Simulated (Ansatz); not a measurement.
# BiH3 (model cell, started as ReO3 type): a soft mode frozen in, part 2 of 3

Wanted: the energy along a soft mode of BiH3 (model cell, started as ReO3 type) and the structure at the end.

Ansatz 0.2.0; DFT PBEsol, scalar-relativistic, plane waves, PAW.

So far, highest frequency on path, mesh or solved points (cm⁻¹): step 2 (the dispersion) 1522. Also lowest frequency on the path (cm⁻¹): step 2 -1377.

The structure was built from a prototype and need not be the compound's stable phase.

## (4) The mode frozen in, largest atomic shift 0.22 Å

The atoms are moved along the unstable eigenvector, the largest shift by 0.22 Å, with the cell fixed.

Contents of input.yaml:

```yaml
crystal:
  lattice:
    - [4.1628261251, 0.0, 0.0]
    - [0.0, 4.1628261251, 0.0]
    - [0.0, 0.0, 8.3256522502]
  atoms:
    - { symbol: Bi, position: [-0.0002303797, -0.0002303797, 0.0] }
    - { symbol: Bi, position: [0.0002303797, 0.0002303797, 0.5] }
    - { symbol: H, position: [0.552840571, -0.0009275983, 0.0] }
    - { symbol: H, position: [0.447159429, 0.0009275983, 0.5] }
    - { symbol: H, position: [0.0009275983, 0.447159429, 0.5] }
    - { symbol: H, position: [-0.0009275983, 0.552840571, 0.0] }
    - { symbol: H, position: [0.0, 0.0, 0.25] }
    - { symbol: H, position: [0.0, 0.0, 0.75] }
kpoints:
  mp_grid: { grid: [8, 8, 4] }
hamiltonian:
  xc: pbesol
scf:
  occupations: { method: methfessel_paxton, width: 0.2 }
output:
  forces: true
  stress: true
  eigenvalues: true
```

Command:

```bash
ansatz run input.yaml --threads 4 --pin off --max-ram 7168MiB --backend cpu --events-out ev --progress --plain --runs-dir out
```

Standard output:

```text
[...]
Crystal: 8 atoms, lattice volume = 144.276 Å³
Basis set: ecut = 420 eV, 2787 PW (Γ), exchange–correlation on 60×60×120 points (8 copies of the dense FFT grid, shifted against one another)
Bands: 26, of which v1, the nominal top of the filled ones, is band 18 counted from 1 (17 counted from 0)
Symmetry: 8 space group operations
[...]
k-points: 63 of 256
[...]
k-point 0: bands = [... 14 lower, 1.3399, 1.6088, 2.9210, 3.5389, 3.8656, 4.1139, 4.4800, 5.1106, ... 4 higher]
  k-point 1: bands = [... 14 lower, 1.3088, 1.3356, 2.9558, 3.1598, 4.1574, 4.4150, 4.5579, 4.9909, ... 4 higher]
  k-point 2: bands = [... 14 lower, 1.3233, 1.3233, 3.0388, 3.0388, 4.2755, 4.2755, 4.7805, 4.7805, ... 4 higher]
  k-point 62: bands = [... 14 lower, -1.9388, -1.9388, -0.0509, -0.0509, 6.7700, 6.7700, 8.3133, 8.3133, ... 4 higher]
[key lines of the parts left out:]
SCF converged after 6 iterations
Free energy (F): -24574.233492 eV
Fermi energy:    3.700578 eV
P = ⅓ Tr σ = 2.2016 GPa (22.016 kbar)
```

The job ended after 3.4 s (4 threads of Arm Neoverse V2, shared host; peak memory 0.51 GiB; 13 s of CPU time).

Read from the output:

- pressure: 2.202 GPa
- energy from the undistorted cell: -34.69 meV/atom

The energy, extrapolated to zero smearing, is -34.69 meV/atom against the undistorted cell.

The run ends at a pressure of 2.20 GPa, with forces up to 0.059 eV/Å.

## (5) Energy along the mode, all amplitudes (two of the runs are shown above)

An imaginary frequency means negative curvature, so the energy should fall and then rise again as anharmonic terms take over.

Numbers from this step:

* depth at the lowest point sampled: 34.69 meV/atom
* largest atomic shift at that point: 0.22 Å

The energy from the parent by largest atomic shift:

| largest atomic shift (Å) | energy from the parent (meV/atom) |
| --- | --- |
| 0.000 | 0 |
| 0.040 | -3 |
| 0.080 | -10.7 |
| 0.140 | -24.2 |
| 0.220 | -34.7 |
| 0.320 | -17.5 |
| 0.450 | 99.0 |

Displacement at unit largest shift by atom:

| atom | x (Å) | y (Å) | z (Å) | size |
| --- | --- | --- | --- | --- |
| Bi1 | 0.00 | 0.00 | 0.00 | 0.01 |
| Bi2 | 0.00 | 0.00 | 0.00 | 0.01 |
| H3 | 1.00 | -0.02 | 0.00 | 1.00 |
| H4 | -1.00 | 0.02 | 0.00 | 1.00 |
| H5 | 0.02 | -1.00 | 0.00 | 1.00 |
| H6 | -0.02 | 1.00 | 0.00 | 1.00 |
| H7 | 0.00 | 0.00 | 0.00 | 0.00 |
| H8 | 0.00 | 0.00 | 0.00 | 0.00 |

The lowest step is at 0.22 Å, 34.7 meV/atom below the parent, and the energy rises beyond it.

## (6) Relaxation from the frozen mode

Starting from the lowest point found, all atoms and the cell are let go, so that strain and other modes of the same symmetry can join in.

Changes to input.yaml since step 4:

```diff
@@ -24 +24,6 @@
   eigenvalues: true
+relax:
+  adjacent_minimum: "off"
+  f_tol: 0.002
+  max_steps: 120
+  cell: { stress_tol: 0.03 }
```

Standard output:

```text
[...]
Crystal: 8 atoms, lattice volume = 144.276 Å³
Basis set: ecut = 420 eV, 2787 PW (Γ), exchange–correlation on 60×60×120 points (8 copies of the dense FFT grid, shifted against one another)
Bands: 26, of which v1, the nominal top of the filled ones, is band 18 counted from 1 (17 counted from 0)
Symmetry: 8 space group operations
[...]
k-points: 63 of 256
[...]
SCF iter   1: F=—  HF=-24574.240188 eV  |F-HF|=—  |Δ(HF+E_count)|=         —  Δρ=6.58e-3  dr2=6.37e-2  ethr=1.77e-3  ⟨swp⟩=5.9  Hψ=7995  notcnv=0
[...]
SCF iter   6: F=-24574.233492 eV  HF=-24574.233492 eV  |F-HF|=5.06e-8  |Δ(HF+E_count)|=   1.57e-6  S|Δr|=    0.00e0  Δρ=5.89e-6  dr2=6.18e-8  ethr=2.78e-10  ⟨swp⟩=11.2  Hψ=9305  notcnv=0
SCF 1 converged in 6 iterations: F = -24574.233492 eV  dr2 = 6.18e-8
[...]
relax step   1: F+E_penalty+E_count = -24574.23349198 eV  Δ(F+E_penalty+E_count) = +0.000e0 eV  max|allowed force component| = 5.855e-2 eV/Å  Δτ_max = 0.0000 Å  P = +2.202 GPa  Ω = 144.276 Å³  (6 SCF iters, dr2 threshold 1.00e-7 eV, accepted)
Crystal: 8 atoms, lattice volume = 159.031 Å³
Basis set: ecut = 420 eV, 3113 PW (Γ), exchange–correlation on 60×60×120 points (8 copies of the dense FFT grid, shifted against one another)
[...]
SCF iter   5: F=-24574.400021 eV  HF=-24574.400020 eV  |F-HF|=5.32e-7  |Δ(HF+E_count)|=   1.34e-5  S|Δr|=    0.00e0  Δρ=2.29e-5  dr2=5.90e-7  ethr=2.22e-9  ⟨swp⟩=6.5  Hψ=9263  notcnv=0
SCF 2 converged in 5 iterations: F = -24574.400021 eV  dr2 = 5.90e-7
relax step   2: F+E_penalty+E_count = -24574.40002067 eV  Δ(F+E_penalty+E_count) = -1.665e-1 eV  max|allowed force component| = 2.318e-1 eV/Å  Δτ_max = 0.0879 Å  P = +0.007 GPa  Ω = 159.031 Å³  energy of the carried Pulay correction = -7.429e-3 eV  (5 SCF iters, dr2 threshold 8.00e-7 eV, accepted)
Crystal: 8 atoms, lattice volume = 165.148 Å³
Basis set: ecut = 420 eV, 3259 PW (Γ), exchange–correlation on 60×60×120 points (8 copies of the dense FFT grid, shifted against one another)
[...]
SCF iter   6: F=-24574.485495 eV  HF=-24574.485495 eV  |F-HF|=3.75e-7  |Δ(HF+E_count)|=   1.76e-6  S|Δr|=    0.00e0  Δρ=7.98e-6  dr2=1.32e-7  ethr=2.22e-9  ⟨swp⟩=7.7  Hψ=8290  notcnv=0
SCF 3 converged in 6 iterations: F = -24574.485495 eV  dr2 = 1.32e-7
relax step   3: F+E_penalty+E_count = -24574.48549509 eV  Δ(F+E_penalty+E_count) = -8.547e-2 eV  max|allowed force component| = 2.317e-1 eV/Å  Δτ_max = 0.1927 Å  P = -0.230 GPa  Ω = 165.148 Å³  energy of the carried Pulay correction = -1.030e-2 eV  (6 SCF iters, dr2 threshold 8.00e-7 eV, accepted)
[... from here on, the SCF cycles and remarks between the steps are left out ...]
relax step   4: F+E_penalty+E_count = -24574.50067260 eV  Δ(F+E_penalty+E_count) = -1.518e-2 eV  max|allowed force component| = 4.523e-1 eV/Å  Δτ_max = 0.1279 Å  P = +1.157 GPa  Ω = 170.952 Å³  energy of the carried Pulay correction = -1.293e-2 eV  (6 SCF iters, dr2 threshold 8.00e-7 eV, accepted)
relax step   5: F+E_penalty+E_count = -24574.53247951 eV  Δ(F+E_penalty+E_count) = -3.181e-2 eV  max|allowed force component| = 1.906e-2 eV/Å  Δτ_max = 0.0688 Å  P = -0.049 GPa  Ω = 170.984 Å³  energy of the carried Pulay correction = -1.294e-2 eV  (5 SCF iters, dr2 threshold 8.00e-7 eV, accepted)
relax step   6: F+E_penalty+E_count = -24574.53417867 eV  Δ(F+E_penalty+E_count) = -1.699e-3 eV  max|allowed force component| = 8.701e-3 eV/Å  Δτ_max = 0.0311 Å  P = +0.064 GPa  Ω = 170.753 Å³  energy of the carried Pulay correction = -1.284e-2 eV  (5 SCF iters, dr2 threshold 1.96e-7 eV, accepted)
relax step   7: F+E_penalty+E_count = -24574.53409305 eV  Δ(F+E_penalty+E_count) = +8.562e-5 eV  max|allowed force component| = 5.383e-3 eV/Å  Δτ_max = 0.0048 Å  P = +0.016 GPa  Ω = 171.752 Å³  energy of the carried Pulay correction = -1.328e-2 eV  (5 SCF iters, dr2 threshold 2.94e-8 eV, accepted)
relax step   8: F+E_penalty+E_count = -24574.53418218 eV  Δ(F+E_penalty+E_count) = -8.913e-5 eV  max|allowed force component| = 1.497e-3 eV/Å  Δτ_max = 0.0045 Å  P = +0.005 GPa  Ω = 171.886 Å³  energy of the carried Pulay correction = -1.334e-2 eV  (5 SCF iters, dr2 threshold 9.32e-9 eV, accepted)
relax step   9: F+E_penalty+E_count = -24574.53421215 eV  Δ(F+E_penalty+E_count) = -2.997e-5 eV  max|allowed force component| = 2.750e-3 eV/Å  Δτ_max = 0.0027 Å  P = -0.004 GPa  Ω = 171.904 Å³  energy of the carried Pulay correction = -1.335e-2 eV  (6 SCF iters, accepted)
relax step  10: F+E_penalty+E_count = -24574.53442812 eV  Δ(F+E_penalty+E_count) = -2.160e-4 eV  max|allowed force component| = 1.138e-2 eV/Å  Δτ_max = 0.0053 Å  P = -0.012 GPa  Ω = 171.289 Å³  energy of the carried Pulay correction = -1.308e-2 eV  (6 SCF iters, dr2 threshold 4.73e-10 eV, rejected (line search))
relax step  11: F+E_penalty+E_count = -24574.53431366 eV  Δ(F+E_penalty+E_count) = -1.015e-4 eV  max|allowed force component| = 5.673e-4 eV/Å  Δτ_max = 0.0020 Å  P = -0.002 GPa  Ω = 171.727 Å³  energy of the carried Pulay correction = -1.327e-2 eV  (7 SCF iters, accepted)
relax step  12: F+E_penalty+E_count = -24574.53440884 eV  Δ(F+E_penalty+E_count) = -9.517e-5 eV  max|allowed force component| = 2.200e-4 eV/Å  Δτ_max = 0.0031 Å  P = -0.001 GPa  Ω = 171.539 Å³  energy of the carried Pulay correction = -1.319e-2 eV  (7 SCF iters, accepted)
relax step  13: F+E_penalty+E_count = -24574.56025951 eV  Δ(F+E_penalty+E_count) = -2.585e-2 eV  max|allowed force component| = 2.229e-3 eV/Å  Δτ_max = 0.0000 Å  P = +0.143 GPa  Ω = 171.539 Å³  stress off target by 2.80e-1 GPa  SCF on the basis re-selected at this cell (its energy is not comparable with the rows above)  (8 SCF iters)
relax step  14: F+E_penalty+E_count = -24574.56401563 eV  Δ(F+E_penalty+E_count) = -3.756e-3 eV  max|allowed force component| = 1.225e-2 eV/Å  Δτ_max = 0.0289 Å  P = +0.075 GPa  Ω = 173.669 Å³  energy of the carried Pulay correction = -8.888e-4 eV  (6 SCF iters, dr2 threshold 1.97e-7 eV, accepted)
relax step  15: F+E_penalty+E_count = -24574.56684683 eV  Δ(F+E_penalty+E_count) = -2.831e-3 eV  max|allowed force component| = 3.511e-2 eV/Å  Δτ_max = 0.0557 Å  P = +0.035 GPa  Ω = 173.862 Å³  energy of the carried Pulay correction = -9.251e-4 eV  (6 SCF iters, dr2 threshold 7.15e-8 eV, accepted)
relax step  16: F+E_penalty+E_count = -24574.56784030 eV  Δ(F+E_penalty+E_count) = -9.935e-4 eV  max|allowed force component| = 6.225e-3 eV/Å  Δτ_max = 0.0109 Å  P = -0.028 GPa  Ω = 172.961 Å³  energy of the carried Pulay correction = -5.307e-4 eV  (5 SCF iters, dr2 threshold 7.70e-8 eV, accepted)
relax step  17: F+E_penalty+E_count = -24574.57006408 eV  Δ(F+E_penalty+E_count) = -2.224e-3 eV  max|allowed force component| = 2.347e-2 eV/Å  Δτ_max = 0.0424 Å  P = +0.019 GPa  Ω = 169.495 Å³  energy of the carried Pulay correction = +9.267e-4 eV  (7 SCF iters, dr2 threshold 4.02e-9 eV, accepted)
relax step  18: F+E_penalty+E_count = -24574.57255154 eV  Δ(F+E_penalty+E_count) = -2.487e-3 eV  max|allowed force component| = 3.826e-2 eV/Å  Δτ_max = 0.0492 Å  P = +0.078 GPa  Ω = 163.814 Å³  energy of the carried Pulay correction = +3.058e-3 eV  (6 SCF iters, dr2 threshold 3.44e-8 eV, accepted)
relax step  19: F+E_penalty+E_count = -24574.57218175 eV  Δ(F+E_penalty+E_count) = +3.698e-4 eV  max|allowed force component| = 1.065e-2 eV/Å  Δτ_max = 0.0151 Å  P = +0.008 GPa  Ω = 165.340 Å³  energy of the carried Pulay correction = +2.508e-3 eV  (5 SCF iters, dr2 threshold 9.15e-8 eV, accepted)
relax step  20: F+E_penalty+E_count = -24574.57247789 eV  Δ(F+E_penalty+E_count) = -2.961e-4 eV  max|allowed force component| = 6.653e-3 eV/Å  Δτ_max = 0.0094 Å  P = +0.008 GPa  Ω = 164.946 Å³  energy of the carried Pulay correction = +2.658e-3 eV  (5 SCF iters, dr2 threshold 7.08e-9 eV, accepted)
relax step  21: F+E_penalty+E_count = -24574.57282089 eV  Δ(F+E_penalty+E_count) = -3.430e-4 eV  max|allowed force component| = 7.754e-3 eV/Å  Δτ_max = 0.0101 Å  P = +0.015 GPa  Ω = 164.108 Å³  energy of the carried Pulay correction = +2.959e-3 eV  (6 SCF iters, dr2 threshold 2.77e-9 eV, accepted)
relax step  22: F+E_penalty+E_count = -24574.57317509 eV  Δ(F+E_penalty+E_count) = -3.542e-4 eV  max|allowed force component| = 2.340e-3 eV/Å  Δτ_max = 0.0089 Å  P = +0.000 GPa  Ω = 163.164 Å³  energy of the carried Pulay correction = +3.288e-3 eV  (6 SCF iters, dr2 threshold 3.76e-9 eV, accepted)
relax step  23: F+E_penalty+E_count = -24574.57328469 eV  Δ(F+E_penalty+E_count) = -1.096e-4 eV  max|allowed force component| = 1.573e-3 eV/Å  Δτ_max = 0.0044 Å  P = +0.008 GPa  Ω = 162.856 Å³  energy of the carried Pulay correction = +3.395e-3 eV  (6 SCF iters, dr2 threshold 3.42e-10 eV, accepted)
relax step  24: F+E_penalty+E_count = -24574.57322734 eV  Δ(F+E_penalty+E_count) = +5.735e-5 eV  max|allowed force component| = 1.623e-4 eV/Å  Δτ_max = 0.0017 Å  P = -0.000 GPa  Ω = 163.027 Å³  energy of the carried Pulay correction = +3.336e-3 eV  (6 SCF iters, accepted)
relax step  25: F+E_penalty+E_count = -24574.57729064 eV  Δ(F+E_penalty+E_count) = -4.063e-3 eV  max|allowed force component| = 1.272e-3 eV/Å  Δτ_max = 0.0000 Å  P = +0.037 GPa  Ω = 163.027 Å³  stress off target by 1.22e-1 GPa  SCF on the basis re-selected at this cell (its energy is not comparable with the rows above)  (7 SCF iters)
relax step  26: F+E_penalty+E_count = -24574.58261679 eV  Δ(F+E_penalty+E_count) = -5.326e-3 eV  max|allowed force component| = 3.061e-2 eV/Å  Δτ_max = 0.0605 Å  P = +0.112 GPa  Ω = 157.890 Å³  energy of the carried Pulay correction = +2.291e-3 eV  (6 SCF iters, dr2 threshold 3.73e-8 eV, accepted)
relax step  27: F+E_penalty+E_count = -24574.58386621 eV  Δ(F+E_penalty+E_count) = -1.249e-3 eV  max|allowed force component| = 1.500e-2 eV/Å  Δτ_max = 0.0335 Å  P = +0.054 GPa  Ω = 156.743 Å³  energy of the carried Pulay correction = +2.828e-3 eV  (5 SCF iters, dr2 threshold 9.70e-8 eV, accepted)
relax step  28: F+E_penalty+E_count = -24574.58370710 eV  Δ(F+E_penalty+E_count) = +1.591e-4 eV  max|allowed force component| = 2.312e-3 eV/Å  Δτ_max = 0.0050 Å  P = +0.003 GPa  Ω = 157.332 Å³  energy of the carried Pulay correction = +2.557e-3 eV  (5 SCF iters, dr2 threshold 2.09e-8 eV, accepted)
relax step  29: F+E_penalty+E_count = -24574.58364331 eV  Δ(F+E_penalty+E_count) = +6.379e-5 eV  max|allowed force component| = 2.573e-3 eV/Å  Δτ_max = 0.0025 Å  P = -0.005 GPa  Ω = 157.501 Å³  energy of the carried Pulay correction = +2.481e-3 eV  (6 SCF iters, dr2 threshold 3.34e-10 eV, accepted)
relax step  30: F+E_penalty+E_count = -24574.58357029 eV  Δ(F+E_penalty+E_count) = +7.302e-5 eV  max|allowed force component| = 6.763e-4 eV/Å  Δτ_max = 0.0025 Å  P = -0.001 GPa  Ω = 157.673 Å³  energy of the carried Pulay correction = +2.402e-3 eV  (6 SCF iters, dr2 threshold 4.14e-10 eV, accepted)
relax step  31: F+E_penalty+E_count = -24574.58254645 eV  Δ(F+E_penalty+E_count) = +1.024e-3 eV  max|allowed force component| = 7.049e-4 eV/Å  Δτ_max = 0.0000 Å  P = -0.007 GPa  Ω = 157.673 Å³  stress off target by 3.09e-2 GPa  SCF on the basis re-selected at this cell (its energy is not comparable with the rows above)  (7 SCF iters)
relax step  32: F+E_penalty+E_count = -24574.58354962 eV  Δ(F+E_penalty+E_count) = -1.003e-3 eV  max|allowed force component| = 2.121e-3 eV/Å  Δτ_max = 0.0224 Å  P = +0.011 GPa  Ω = 156.022 Å³  energy of the carried Pulay correction = +7.532e-4 eV  (7 SCF iters, dr2 threshold 2.38e-9 eV, accepted)
relax step  33: F+E_penalty+E_count = -24574.58338082 eV  Δ(F+E_penalty+E_count) = +1.688e-4 eV  max|allowed force component| = 1.034e-3 eV/Å  Δτ_max = 0.0048 Å  P = -0.003 GPa  Ω = 156.423 Å³  energy of the carried Pulay correction = +5.708e-4 eV  (6 SCF iters, dr2 threshold 2.81e-10 eV, accepted)
[...]
SCF iter   5: F=-24574.582861 eV  HF=-24574.582861 eV  |F-HF|=1.24e-10  |Δ(HF+E_count)|=  7.79e-10  S|Δr|=    0.00e0  Δρ=8.73e-8  dr2=2.51e-11  ethr=1.00e-12  ⟨swp⟩=8.7  Hψ=8568  notcnv=0
[...]
SCF 34 converged in 5 iterations: F = -24574.582861 eV  dr2 = 2.51e-11
relax step  34: F+E_penalty+E_count = -24574.58286113 eV  Δ(F+E_penalty+E_count) = +5.197e-4 eV  max|allowed force component| = 1.004e-3 eV/Å  Δτ_max = 0.0000 Å  P = -0.005 GPa  Ω = 156.423 Å³  stress off target by 1.05e-2 GPa  SCF on the basis re-selected at this cell (its energy is not comparable with the rows above)  (5 SCF iters)
[...]
SCF converged after 5 iterations
[...]
Free energy (F): -24574.582861 eV
[...]
Internal energy: -24574.583690 eV  (E = F + TS)
E sigma→0 (E₀):  -24574.583068 eV
Entropy (-TS):   0.000829 eV (0.104 meV/atom)
Fermi energy:    2.860433 eV
[...]
--- Forces (eV/Å), atoms counted from 1 ---
  atom   1  Bi    -0.00100365    -0.00100365     0.00000000
  atom   2  Bi     0.00100365     0.00100365     0.00000000
  atom   3  H      0.00086128    -0.00002801     0.00000000
  atom   4  H     -0.00086128     0.00002801     0.00000000
  atom   5  H      0.00002801    -0.00086128     0.00000000
  atom   6  H     -0.00002801     0.00086128     0.00000000
  atom   7  H      0.00000000    -0.00000000    -0.00000000
  atom   8  H      0.00000000    -0.00000000     0.00000000
  max |Σ_I F_I| component: 1.53e-30 eV/Å
--- Stress (GPa, compression-positive) ---
       -0.004768      -0.005757       0.000000
       -0.005757      -0.004768       0.000000
        0.000000       0.000000      -0.004951
  P = ⅓ Tr σ = -0.0048 GPa (-0.048 kbar)
--- Band table (eV; the first three rows and the last of 63) ---
  k-point 0: bands = [... 14 lower, 0.4883, 0.7120, 0.7881, 2.2448, 3.1961, 4.6039, 4.7693, 4.7779, ... 4 higher]
  k-point 1: bands = [... 14 lower, 0.3517, 0.4650, 0.8262, 1.2173, 3.9813, 4.7117, 4.7610, 4.7677, ... 4 higher]
  k-point 2: bands = [... 14 lower, 0.4085, 0.4085, 0.9334, 0.9334, 4.3381, 4.3381, 4.7552, 4.7552, ... 4 higher]
  k-point 62: bands = [... 14 lower, -0.9230, -0.9230, -0.4670, -0.4670, 6.1148, 6.1148, 7.0269, 7.0269, ... 4 higher]
--- Relaxed structure (30 steps of the walk, 29 accepted, 4 SCFs on fresh bases) ---
  F+E_penalty+E_count = -24574.58286113 eV   max|allowed force component| = 1.004e-3 eV/Å   (the final SCF, on the basis selected at the relaxed cell)
  cell:  # Å, volume = 156.4230 Å³
    - [4.466459, -0.977542, 0.0]
    - [-0.977542, 4.466459, 0.0]
    - [0.0, 0.0, 8.235534]
  atoms:
    - { symbol: Bi, position: [0.059726, 0.059726, 0] }
    - { symbol: Bi, position: [-0.059726, -0.059726, 0.5] }
    - { symbol: H, position: [0.630468, -0.035643, 0] }
    - { symbol: H, position: [0.369532, 0.035643, 0.5] }
    - { symbol: H, position: [0.035643, 0.369532, 0.5] }
    - { symbol: H, position: [-0.035643, 0.630468, 0] }
    - { symbol: H, position: [-1.790584e-18, -1.298173e-19, 0.25] }
    - { symbol: H, position: [-1.790584e-18, -1.298173e-19, 0.750000] }
```

The job ended after 2.2 min (4 threads; peak memory 0.59 GiB; 8.4 min of CPU time).

The steps of the relaxation (22 of 34):

| step | energy less that of the first step (eV) | largest force component (eV/Å) | pressure (GPa) | volume (Å³) |
| --- | --- | --- | --- | --- |
| 1 | 0.0000 | 0.0585 | 2.20 | 144.28 |
| 3 | -0.2520 | 0.2317 | -0.23 | 165.15 |
| 4 | -0.2672 | 0.4523 | 1.16 | 170.95 |
| 6 | -0.3007 | 0.0087 | 0.06 | 170.75 |
| 7 | -0.3006 | 0.0054 | 0.02 | 171.75 |
| 9 | -0.3007 | 0.0027 | 0.00 | 171.90 |
| 10 | -0.3009 | 0.0114 | -0.01 | 171.29 |
| 12 | -0.3009 | 0.0002 | 0.00 | 171.54 |
| 14 | -0.3305 | 0.0123 | 0.08 | 173.67 |
| 15 | -0.3334 | 0.0351 | 0.04 | 173.86 |
| 17 | -0.3366 | 0.0235 | 0.02 | 169.50 |
| 18 | -0.3391 | 0.0383 | 0.08 | 163.81 |
| 20 | -0.3390 | 0.0067 | 0.01 | 164.95 |
| 21 | -0.3393 | 0.0078 | 0.02 | 164.11 |
| 23 | -0.3398 | 0.0016 | 0.01 | 162.86 |
| 25* | -0.3438 | 0.0013 | 0.04 | 163.03 |
| 26 | -0.3491 | 0.0306 | 0.11 | 157.89 |
| 28 | -0.3502 | 0.0023 | 0.00 | 157.33 |
| 29 | -0.3502 | 0.0026 | 0.00 | 157.50 |
| 31* | -0.3491 | 0.0007 | -0.01 | 157.67 |
| 32 | -0.3501 | 0.0021 | 0.01 | 156.02 |
| 34* | -0.3494 | 0.0010 | 0.00 | 156.42 |

Relaxation steps marked * repeat the geometry before them on a plane-wave basis chosen anew for their cell, so energy and pressure can jump there. Other such steps can lie between the rows shown. Relaxation step 10 was tried and not accepted.

The run keeps the 8 symmetry operations that the program found, so distortions that break them were not tested.

| cell as run | before | after | change |
| --- | --- | --- | --- |
| a (Å) | 4.163 | 4.572 | +9.8 % |
| b (Å) | 4.163 | 4.572 | +9.8 % |
| c (Å) | 8.326 | 8.236 | -1.1 % |
| γ (°) | 90.00 | 114.69 | +27.4 % |
| volume (Å³/atom) | 18.03 | 19.55 | +8.4 % |

The atoms that moved most (Å, as changes of fractional coordinates times the final cell):

| atom | dx | dy | dz | length |
| --- | --- | --- | --- | --- |
| H6 | -0.231 | 0.381 | 0.000 | 0.445 |
| H3 | 0.381 | -0.231 | 0.000 | 0.445 |
| H5 | 0.231 | -0.381 | 0.000 | 0.445 |
| H4 | -0.381 | 0.231 | 0.000 | 0.445 |
| Bi1 | 0.209 | 0.209 | 0.000 | 0.296 |
| Bi2 | -0.209 | -0.209 | 0.000 | 0.296 |

Read from the output:

* pressure: -0.004829 GPa
* volume per atom: 19.55 Å³
* gap on the k-mesh: 0.7161 eV

The distorted start has space group Cmcm; the relaxation ends in Cmcm.

(Continued in part 3 of 3.)

[Long decimals in the printed logs are rounded to 6 places.]

[Logs are printed without paths, hosts, clocks, repeated set-up lines and the standing remarks that a program may print on its own settings, such as how far it seeks lower states.]

[Hosts, paths, dates, database ids (printed as entryN), source tags and the programs' standing remarks are cut or masked in the printed files.]

[Where the starting crystal was built by hand or by swapping elements, it need not be the compound's stable phase.]
